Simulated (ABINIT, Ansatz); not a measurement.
Planning a run of Ansatz 0.2.0 on Sr2FeH6 (Fm-3m). The input:

```yaml
crystal:
  lattice:
    - [0.0, 3.70765225, 3.70765225]
    - [3.70765225, 0.0, 3.70765225]
    - [3.70765225, 3.70765225, 0.0]
  atoms:
    - { symbol: Sr, position: [0.75, 0.75, 0.75] }
    - { symbol: Sr, position: [0.25, 0.25, 0.25] }
    - { symbol: Fe, position: [0.0, 0.0, 0.0] }
    - { symbol: H, position: [0.78245799, 0.78245799, 0.21754201] }
    - { symbol: H, position: [0.21754201, 0.78245799, 0.21754201] }
    - { symbol: H, position: [0.78245799, 0.21754201, 0.21754201] }
    - { symbol: H, position: [0.21754201, 0.21754201, 0.78245799] }
    - { symbol: H, position: [0.78245799, 0.21754201, 0.78245799] }
    - { symbol: H, position: [0.21754201, 0.78245799, 0.78245799] }
kpoints:
  mp_grid: { grid: [6, 6, 6] }
hamiltonian:
  xc: lda
scf:
  occupations: { method: fixed }
dielectric: {}
```

```sh
ansatz run input.yaml --threads 4 --pin off --max-ram 5529MiB --backend cpu --events-out ev --progress --plain --runs-dir out
```

**Question.** Estimate wall time and host memory on 4 threads of Arm Neoverse V2, shared host.

It took 21 s; on shared hardware allow 10 s to 42 s. Peak host memory was 0.67 GiB.

[Paths, hosts, dates, memory and timing lines, banners, echoed tables and standing remarks are left out of the program output.]

[Logs are printed without paths, hosts, clocks, repeated set-up lines and the standing remarks that a program may print on its own settings, such as how far it seeks lower states.]

[Runs of the session that timed out or met a known fault of the program may be left out.]

[Hosts, paths, dates, database ids (printed as entryN), source tags and the programs' standing remarks are cut or masked in the printed files.]

[G0W0 gaps are taken among the corrected bands and points alone; a level outside them can change the order at an edge.]

[Where Ansatz stands beside ABINIT at settings called matched, ABINIT's density can come from a denser mesh and the files from another edition; pairs whose starting gaps differed by over 0.03 eV were left out, so agreement reads better than it is.]
